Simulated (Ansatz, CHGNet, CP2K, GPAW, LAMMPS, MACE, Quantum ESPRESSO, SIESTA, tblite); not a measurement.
## Amorphous Ge (61 atoms) in CP2K

How do the settings of CP2K change the result for amorphous Ge (61 atoms)? A plane-wave run serves as the yardstick.

Calculated with CP2K 2026.2; the method is named at each step.

## (1) The starting structure

The cell holds 61 atoms: 61 Ge. Cell: a = 10.650 Å, b = 10.650 Å, c = 10.650 Å, α = 90.0°, β = 90.0°, γ = 90.0°. 61 atoms (61 Ge) placed at random at 6.09 g/cm³, melted at 3500 K for 10 ps at fixed volume with the Tersoff potential (Tersoff, Phys. Rev. B 39, 5566 (1989)). Quenched from 3500 K to 100 K at 5 K/ps and fixed volume, held 5 ps, then minimised at fixed cell.

The yardstick, on the same geometry:

| Quantity | Value |
| --- | --- |
| method | Kohn-Sham DFT, PBE, PAW, plane waves (Ansatz 0.2.0); cutoff 420 eV, Γ point, fermi-dirac smearing of 0.05 eV; PAW set soft_2 |
| r.m.s. force component | 0.2802 eV/Å |
| longest force | 0.913 eV/Å |
| pressure | 9.541 GPa |
| SCF cycles | 9 |
| time | 27 s on 4 threads of Arm Neoverse V1, shared host |
| CPU time | 1.7 min |

## (2) PBE, DZVP-MOLOPT-SR, 350/50 Ry, diagonalisation

Method: Kohn-Sham DFT, PBE, GTH-PBE pseudopotentials, Gaussian and plane waves, DZVP-MOLOPT-SR-GTH, diagonalisation.

input.inp reads:

```
&GLOBAL
  PROJECT cell
  RUN_TYPE ENERGY_FORCE
  PRINT_LEVEL LOW
&END GLOBAL
&FORCE_EVAL
  METHOD QS
  STRESS_TENSOR ANALYTICAL
  &DFT
    BASIS_SET_FILE_NAME BASIS_MOLOPT
    POTENTIAL_FILE_NAME GTH_POTENTIALS
    &MGRID
      CUTOFF 350
      REL_CUTOFF 50
    &END MGRID
    &QS
      EPS_DEFAULT 1.0E-12
    &END QS
    &SCF
      SCF_GUESS ATOMIC
      EPS_SCF 5.0E-06
      MAX_SCF 200
      ADDED_MOS 27
      &DIAGONALIZATION
        ALGORITHM STANDARD
      &END DIAGONALIZATION
      &SMEAR ON
        METHOD FERMI_DIRAC
        ELECTRONIC_TEMPERATURE [K] 580
      &END SMEAR
      &MIXING
        METHOD BROYDEN_MIXING
        ALPHA 0.15
        NBROYDEN 12
      &END MIXING
      &PRINT
        &RESTART OFF
        &END RESTART
      &END PRINT
    &END SCF
    &XC
      &XC_FUNCTIONAL PBE
      &END XC_FUNCTIONAL
    &END XC
    &PRINT
      &MULLIKEN ON
      &END MULLIKEN
      &HIRSHFELD ON
        SHAPE_FUNCTION DENSITY
      &END HIRSHFELD
      &MO ON
        EIGENVALUES T
        OCCUPATION_NUMBERS T
        MO_INDEX_RANGE 111 134
        &EACH
          QS_SCF 0
        &END EACH
        ADD_LAST NUMERIC
      &END MO
    &END PRINT
  &END DFT
  &SUBSYS
    &CELL
      A 10.64970 0.00000 0.00000
      B 0.00000 10.64970 0.00000
      C 0.00000 0.00000 10.64970
    &END CELL
    &COORD
      Ge 0.19372 3.69044 9.70603
      Ge 5.73518 5.30770 5.45073
      Ge 7.06906 0.66401 3.45380
      Ge 7.60825 3.09640 3.25657
      Ge 2.63452 4.81963 1.50502
      Ge 5.92102 8.99878 3.47542
      Ge 5.35286 4.00503 7.64084
      Ge 9.00283 1.73867 8.07950
      Ge 2.50939 9.09889 2.74954
      Ge 9.38686 4.29332 7.56640
      Ge 9.28494 10.02584 2.79576
      Ge 6.15105 2.74890 10.51040
      Ge 0.28286 1.46093 2.09118
      Ge 8.33786 3.45327 0.94686
      Ge 5.29194 1.37062 1.73867
      Ge 7.92668 6.49866 5.44509
      Ge 2.56349 5.80504 7.13008
      Ge 10.50284 1.91322 4.59226
      Ge 2.40907 7.19430 0.30586
      Ge 0.68595 1.84006 6.95255
      Ge 8.78898 7.91464 9.79378
      Ge 10.45353 9.93532 5.02549
      Ge 6.23274 0.46092 5.84551
      Ge 1.69181 3.59385 4.54550
      Ge 3.55508 2.84943 2.99949
      Ge 10.27696 7.38834 5.41761
      Ge 2.66924 0.70927 1.58830
      Ge 0.18424 6.27480 10.10720
      Ge 3.94412 1.58436 5.23390
      Ge 5.80313 9.99432 0.54250
      Ge 4.61004 9.03723 5.59972
      Ge 3.83102 6.73668 5.32975
      Ge 7.38099 5.40792 8.39175
      Ge 0.29468 6.42251 7.56629
      Ge 9.14170 4.12612 4.98779
      Ge 10.46706 8.89633 8.12743
      Ge 7.48802 7.83403 7.58993
      Ge 8.19047 9.86897 0.49947
      Ge 5.54136 4.32846 3.24635
      Ge 5.00749 10.56823 9.05363
      Ge 1.74240 10.33489 7.41049
      Ge 5.54498 5.85904 1.29862
      Ge 5.17756 8.46981 7.91230
      Ge 4.34955 4.50418 10.13244
      Ge 2.47659 10.18537 5.04242
      Ge 0.43951 8.61763 1.46923
      Ge 8.61156 10.12829 6.80324
      Ge 2.47733 2.99022 9.23648
      Ge 9.49304 1.41204 10.50902
      Ge 0.48328 10.15321 10.22776
      Ge 2.53782 6.62284 3.34049
      Ge 2.85646 3.34656 6.82305
      Ge 7.70687 5.77310 0.20533
      Ge 4.56670 8.14404 1.55933
      Ge 0.31608 5.59365 3.81973
      Ge 8.03733 7.77045 3.31365
[... 1 atom lines left out ...]
      Ge 3.81440 6.69536 8.95672
      Ge 2.71802 0.59660 9.64895
      Ge 6.43135 1.76764 8.09899
      Ge 9.62818 6.49131 1.76231
    &END COORD
    &KIND Ge
      BASIS_SET DZVP-MOLOPT-SR-GTH-q4
      POTENTIAL GTH-PBE-q4
    &END KIND
  &END SUBSYS
  &PRINT
    &FORCES ON
    &END FORCES
    &STRESS_TENSOR ON
    &END STRESS_TENSOR
  &END PRINT
&END FORCE_EVAL
```

The run is started by

```
$ OMP_NUM_THREADS=2 cp2k.psmp -i input.inp > output.txt
```

Numbers of over 12 decimals in the logs are rounded to 6 here.

Output:

```text
CP2K| version string:                                       CP2K version 2026.2
 CP2K| Input file name                                                 input.inp
 GLOBAL| Basis set file name                                        BASIS_MOLOPT
 GLOBAL| Potential file name                                      GTH_POTENTIALS
 GLOBAL| Run type                                                   ENERGY_FORCE
 GLOBAL| Total number of message passing processes                             1
 GLOBAL| Number of threads for this process                                    2
 TOTAL NUMBERS AND MAXIMUM NUMBERS
  Total number of            - Atomic kinds:                                   1
                             - Atoms:                                         61
                             - Shell sets:                                    61
                             - Shells:                                       305
                             - Primitive Cartesian functions:                244
                             - Cartesian basis functions:                    854
                             - Spherical basis functions:                    793
  Maximum angular momentum of the orbital basis functions:                     2
 SCF PARAMETERS         Density guess:                                    ATOMIC
                        max_scf:                                             200
                        eps_scf:                                        5.00E-06
                        added MOs                                        27    0
                        Mixing method:                            BROYDEN_MIXING
                                                charge density mixing in g-space
                        Smear method:                                FERMI_DIRAC
                        Electronic temperature [K]:                        580.0
                        Electronic temperature [a.u.]:                  1.84E-03
                        Accuracy threshold:                             1.00E-10
 Extrapolation method: initial_guess
 Number of electrons:                                                        244
 Number of occupied orbitals:                                                122
 Number of molecular orbitals:                                               149
 Number of orbital functions:                                                793
 Number of independent orbital functions:                                    793
 SCF WAVEFUNCTION OPTIMIZATION
  Step     Update method      Time    Convergence         Total energy    Change
     1 NoMix/Diag. 0.15E+00    2.0     0.46923022      -243.2813153952 -2.43E+02
     2 Broy./Diag. 0.15E+00    2.6     0.02782210      -238.9117661974  4.37E+00
     3 Broy./Diag. 0.15E+00    2.6     0.07620498      -238.5664548787  3.45E-01
     4 Broy./Diag. 0.15E+00    2.7     0.03636467      -238.6895961487 -1.23E-01
[...]
14 Broy./Diag. 0.15E+00    2.9     0.00001529      -238.6681147848 -2.49E-04
    15 Broy./Diag. 0.15E+00    2.8     0.00000380      -238.6682455686 -1.31E-04
  *** SCF run converged in    15 steps ***
  Electronic density on regular grids:       -243.9999999999        0.0000000001
  Core density on regular grids:              243.9999999991       -0.0000000009
  Total charge density on r-space grids:       -0.0000000008
  Total charge density g-space grids:          -0.0000000008
  Overlap energy of the core charge distribution:               3.20844e-07
  Self energy of the core charge distribution:               -509.860216
  Core Hamiltonian energy:                                    123.553586
  Hartree energy:                                             219.691405
  Exchange-correlation energy:                                -72.043852
  Electronic entropic energy:                                  -0.00916828
  Fermi energy:                                                 0.208865
  Total energy:                                              -238.668246
  Total energy (extrapolated to T->0):                       -238.663661
 MO| EIGENVALUES AND OCCUPATION NUMBERS
 MO|
 MO|  Index      Eigenvalue [a.u.]        Eigenvalue [eV]             Occupation
 MO|    111               0.174610               4.751385               2.000000
 MO|    112               0.179109               4.873797               2.000000
 MO|    113               0.183190               4.984844               1.999998
[...]
MO|    133               0.239443               6.515579               0.000000
 MO|    134               0.243809               6.634373               0.000000
 MO| Sum:                                                             244.000000
 MO| E(Fermi):            0.208865 a.u.          5.683504 eV
 !-----------------------------------------------------------------------------!
                     Mulliken Population Analysis
 #  Atom  Element  Kind  Atomic population                           Net charge
       1     Ge       1          4.015023                             -0.015023
       2     Ge       1          3.963699                              0.036301
       3     Ge       1          3.961230                              0.038770
[...]
60     Ge       1          3.971603                              0.028397
      61     Ge       1          4.012342                             -0.012342
 # Total charge                            244.000000                  0.000000
 !-----------------------------------------------------------------------------!
 !-----------------------------------------------------------------------------!
                           Hirshfeld Charges
  #Atom  Element  Kind  Ref Charge     Population                    Net charge
      1       Ge     1       4.000          3.998                         0.002
      2       Ge     1       4.000          3.994                         0.006
      3       Ge     1       4.000          4.014                        -0.014
[...]
60       Ge     1       4.000          3.997                         0.003
     61       Ge     1       4.000          3.996                         0.004
  Total Charge                                                           -0.000
 !-----------------------------------------------------------------------------!
 ENERGY| Total FORCE_EVAL ( QS ) energy [hartree]           -238.668364
 FORCES| Atomic forces [hartree/bohr]
 FORCES|   Atom     x               y               z               |f|
 FORCES|      1 -8.95541166E-04  3.71525600E-03 -1.82326098E-03   4.23431242E-03
 FORCES|      2  3.23867490E-03 -7.27745230E-03  6.92831145E-03   1.05570747E-02
 FORCES|      3  4.57359254E-03 -9.52861572E-05  2.11699584E-03   5.04068443E-03
[...]
FORCES|     60  6.28743678E-03  1.75237789E-03 -2.09671811E-03   6.85557557E-03
 FORCES|     61 -9.63665175E-03  1.00476810E-02  9.86895477E-03   1.70650877E-02
 FORCES| Sum    -2.28380765E-07 -3.97487426E-08 -5.59525406E-07
 FORCES| Total atomic force                                       6.05645454E-07
 STRESS| Analytical stress tensor [bar]
 STRESS|                        x                   y                   z
 STRESS|      x        1.16324872647E+05  -4.25516453556E+03   1.91135455833E+03
 STRESS|      y       -4.25516453556E+03   9.13577637198E+04   2.04675070242E+03
 STRESS|      z        1.91135455833E+03   2.04675070242E+03   1.18843014157E+05
 STRESS| 1/3 Trace                                             1.08841883508E+05
```

The job ended after 51 s (2 threads of Arm Neoverse V1, shared host; peak memory 1.6 GiB).

Banners, paths, timers and routine set-up lines are dropped from the logs unmarked, and long logs keep their key lines alone; longer cuts are marked.

Numbers from this run, and their distance from the reference:

```yaml
r_m_s_force_component: 0.2891 eV/Å
r_m_s_difference_of_force_components: 32.32 meV/Å
longest_difference_of_force_vectors: 112.6 meV/Å
force_difference_over_r_m_s_force: 11.54 %
slope_of_forces_against_the_reference_s: 1.026
correlation_of_force_components: 0.994
pressure: 10.88 GPa
pressure_difference: 1.344 GPa
```

Local excerpt of 9 atoms (numbers count through the whole input) about Ge52, picked at random; x, y, z are measured from there.

| atom | x | y | z | distance (Å) | bonds | Hirshfeld charge (e) | Fx | Fy | Fz (eV/Å) |
| --- | --- | --- | --- | --- | --- | --- | --- | --- | --- |
| Ge52 | 0.00 | 0.00 | 0.00 | 0.00 | 6 | -0.03 | 0.20 | -0.13 | -0.52 |
| Ge48 | -0.38 | -0.36 | 2.41 | 2.47 | 4 | 0.02 | -0.09 | 0.04 | 0.25 |
| Ge17 | -0.29 | 2.46 | 0.31 | 2.49 | 4 | 0.00 | -0.50 | 0.00 | 0.02 |
| Ge24 | -1.16 | 0.25 | -2.28 | 2.57 | 4 | 0.02 | -0.13 | 0.10 | 0.46 |
| Ge29 | 1.09 | -1.76 | -1.59 | 2.61 | 4 | 0.02 | 0.33 | 0.45 | 0.20 |
| Ge20 | -2.17 | -1.51 | 0.13 | 2.65 | 4 | 0.00 | -0.03 | -0.01 | 0.17 |
| Ge7 | 2.50 | 0.66 | 0.82 | 2.71 | 5 | 0.01 | 0.52 | 0.59 | -0.49 |
| Ge2 | 2.88 | 1.96 | -1.37 | 3.74 | 4 | 0.01 | 0.17 | -0.37 | 0.36 |
| Ge44 | 1.49 | 1.16 | 3.31 | 3.81 | 6 | -0.03 | -0.16 | -0.08 | -0.05 |

Forces lie 12 % from the reference's, at 0.90 times its CPU time (on 2 against 4 cores).

## (3) PBE, SZV-MOLOPT-SR, 350/50 Ry, diagonalisation

Method: Kohn-Sham DFT, PBE, GTH-PBE pseudopotentials, Gaussian and plane waves, SZV-MOLOPT-SR-GTH, diagonalisation.

Changes to input.inp since step 2:

```diff
@@ -71,3 +71,3 @@
     &KIND Ge
-      BASIS_SET DZVP-MOLOPT-SR-GTH-q4
+      BASIS_SET SZV-MOLOPT-SR-GTH-q4
       POTENTIAL GTH-PBE-q4
```

The run is started by

```
$ OMP_NUM_THREADS=1 cp2k.psmp -i input.inp > output.txt
```

Output:

```text
CP2K| version string:                                       CP2K version 2026.2
 CP2K| Input file name                                                 input.inp
 GLOBAL| Basis set file name                                        BASIS_MOLOPT
 GLOBAL| Potential file name                                      GTH_POTENTIALS
 GLOBAL| Run type                                                   ENERGY_FORCE
 GLOBAL| Total number of message passing processes                             1
 GLOBAL| Number of threads for this process                                    1
 TOTAL NUMBERS AND MAXIMUM NUMBERS
  Total number of            - Atomic kinds:                                   1
                             - Atoms:                                         61
[... lines left out ...]
                        Smear method:                                FERMI_DIRAC
[... lines left out ...]
 Number of electrons:                                                        244
[... lines left out ...]
  Step     Update method      Time    Convergence         Total energy    Change
[... lines left out ...]
  *** SCF run converged in    15 steps ***
[... lines left out ...]
  Fermi energy:                                                 0.260558
  Total energy:                                              -235.669464
  Total energy (extrapolated to T->0):                       -235.665580
[... lines left out ...]
 MO| E(Fermi):            0.260558 a.u.          7.090136 eV
[... lines left out ...]
 !-----------------------------------------------------------------------------!
 !-----------------------------------------------------------------------------!
                           Hirshfeld Charges
  #Atom  Element  Kind  Ref Charge     Population                    Net charge
      1       Ge     1       4.000          4.013                        -0.013
      2       Ge     1       4.000          3.997                         0.003
      3       Ge     1       4.000          4.012                        -0.012
[...]
60       Ge     1       4.000          3.985                         0.015
     61       Ge     1       4.000          3.981                         0.019
  Total Charge                                                           -0.000
 !-----------------------------------------------------------------------------!
 ENERGY| Total FORCE_EVAL ( QS ) energy [hartree]           -235.669681
 FORCES| Atomic forces [hartree/bohr]
 FORCES|   Atom     x               y               z               |f|
 FORCES|      1  1.00782621E-02  1.03946899E-02  2.76365390E-03   1.47396990E-02
 FORCES|      2 -5.71995230E-03 -4.93797279E-03 -7.02601545E-04   7.58914215E-03
 FORCES|      3 -1.47782269E-03  1.19852852E-03  7.11710451E-03   7.36706232E-03
[...]
FORCES|     60  3.57359871E-03  4.58258925E-03  1.88445272E-03   6.10916475E-03
 FORCES|     61 -6.10394594E-03  2.70180335E-02  1.60463938E-02   3.20112331E-02
 FORCES| Sum    -2.67880428E-06  6.75751780E-06  3.08832853E-06
 FORCES| Total atomic force                                       7.89796254E-06
 STRESS| Analytical stress tensor [bar]
 STRESS|                        x                   y                   z
 STRESS|      x        9.01194501621E+04  -1.18428843859E+04   4.76834996738E+03
 STRESS|      y       -1.18428843859E+04   5.16604634501E+04   4.21002072615E+03
 STRESS|      z        4.76834996738E+03   4.21002072615E+03   9.94386757410E+04
 STRESS| 1/3 Trace                                             8.04061964511E+04
```

Elapsed: 47 s, on 1 thread; peak memory 1.5 GiB.

Numbers from this run, and their distance from the reference:

```yaml
r_m_s_force_component: 0.5105 eV/Å
r_m_s_difference_of_force_components: 390.7 meV/Å
longest_difference_of_force_vectors: 1440 meV/Å
force_difference_over_r_m_s_force: 139.5 %
slope_of_forces_against_the_reference_s: 1.188
correlation_of_force_components: 0.6518
pressure: 8.041 GPa
pressure_difference: -1.5 GPa
```

This is a coarse setting, run to see what it loses.

Against the first run (12 %), the force difference from the reference is 139 %, at 0.52 times the CPU time (on 1 against 2 cores), with 244 basis functions against 793: the smaller basis costs accuracy.

[end of part 1 of 4]

[Also dropped from logs without a mark: logging warnings of Python, and SIESTA's first energy breakdown and zero terms.]

[Logs are printed without paths, hosts, clocks, repeated set-up lines and the standing remarks that a program may print on its own settings, such as how far it seeks lower states.]

[Hosts, paths, dates, database ids (printed as entryN), source tags and the programs' standing remarks are cut or masked in the printed files.]
